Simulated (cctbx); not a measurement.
# What is wrong with this refinement?

Cell a = 7.3610 Å, b = 26.5960 Å, c = 8.0330 Å, α = 90.00°, β = 90.00°, γ = 90.00°; space group Pbcn (no. 60).

The data are simulated with cctbx, not measured: Mo Kα, λ = 0.71073 Å, to d = 0.6 Å, 70 % of the full sphere, strongest reflection 20000 counts, noise from counting, a 3 % proportional error and a noise floor of 8 counts (s.d.); no absorption, and some extinction, which the refinements don't model.

An isotropic refinement with weights 1/σ² prints:

```text
Rint 0.050, 3810 unique reflections to 0.60 A
cycle     R1     wR2    GooF  max shift (A)
   1  0.0902  0.2200   4.374   0.11394
  12  0.0267  0.0521   1.036   0.00134
final R1 0.0267 wR2 0.0521 GooF 1.036  parameters 22  data/parameter 173.2
atom        x        y        z      Ueq    occ   su(xyz)  su(Uiso or U11)
I1     0.75218  0.03930  0.42477   0.0033  1.000  0.00003  0.0000
I2     0.73299  0.79772  0.92196   0.0040  1.000  0.00003  0.0000
I3     0.76014  0.37119  0.43855   0.0040  1.000  0.00003  0.0000
Zn1    0.50000  0.54741  0.75000   0.0040  1.000  0.00002  0.0001
Zn2    0.50000  0.21461  0.75000   0.0047  1.000  0.00002  0.0001
Ca1    0.50000  0.87795  0.75000   0.0050  1.000  0.00004  0.0001
Ca2    0.79062  0.41151  0.58728   1.0000  1.000  0.00651  0.0342
difference map: max 2.02 min -2.79 rms 0.56
Q1    0.1687  0.1336  0.0813    8    2.16  1.97 A from I2
Q2    0.1524  0.4493  0.2797    8    2.10  2.50 A from I1
Q3    0.0552  0.2488  0.9208    8    2.02  2.36 A from I2
Q4    0.1045  0.1358  0.5505    8    2.02  1.16 A from I3
Q5    0.1242  0.3779  0.4822    8    2.01  2.34 A from Ca1
Q6    0.0669  0.3192  0.3339    8    2.01  1.23 A from Zn2
```

Q: Accept it or mend it, and why?

Mend it. The fault: spurious atom: Ca2. Against the right model at the same level, R1 goes from 0.0263 to 0.0267 and GooF from 0.98 to 1.04 and Ca2 takes U = the program's ceiling. A site with no density behind it hides by a very large U or drifts.

The compound is CaZn2I6. The right model at the same level gives:

```text
Rint 0.050, 3810 unique reflections to 0.60 A
cycle     R1     wR2    GooF  max shift (A)
   1  0.2924  0.5476  10.878   0.08405
   2  0.0263  0.0492   0.978   0.00006
final R1 0.0263 wR2 0.0492 GooF 0.978  parameters 18  data/parameter 211.7
atom        x        y        z      Ueq    occ   su(xyz)  su(Uiso or U11)
I1     0.75218  0.03930  0.42477   0.0033  1.000  0.00002  0.0000
I2     0.73300  0.79772  0.92196   0.0041  1.000  0.00003  0.0000
I3     0.76015  0.37119  0.43856   0.0041  1.000  0.00003  0.0000
Zn1    0.50000  0.54741  0.75000   0.0040  1.000  0.00002  0.0001
Zn2    0.50000  0.21461  0.75000   0.0047  1.000  0.00002  0.0001
Ca1    0.50000  0.87796  0.75000   0.0050  1.000  0.00004  0.0001
difference map: max 2.01 min -2.42 rms 0.54
Q1    0.1524  0.4492  0.2796    8    2.09  2.50 A from I1
Q2    0.1687  0.1336  0.0814    8    2.08  1.97 A from I2
Q3    0.0841  0.0719  0.5637    8    2.06  1.75 A from Zn1
Q4    0.1049  0.1357  0.5499    8    2.03  1.16 A from I3
Q5    0.1826  0.1229  0.3379    8    2.02  1.89 A from I3
Q6    0.1240  0.3779  0.4823    8    1.94  2.34 A from Ca1
```

Isotropic U is held between 0.0001 and 1 Å² by the program, and listed peak heights are interpolated, so they can pass the grid's maximum.

This is a model crystal, built by substitution and not relaxed, with assumed displacement parameters.

[Middle refinement cycles are left out of these outputs.]

[Logs are printed without paths, hosts, clocks, repeated set-up lines and the standing remarks that a program may print on its own settings, such as how far it seeks lower states.]
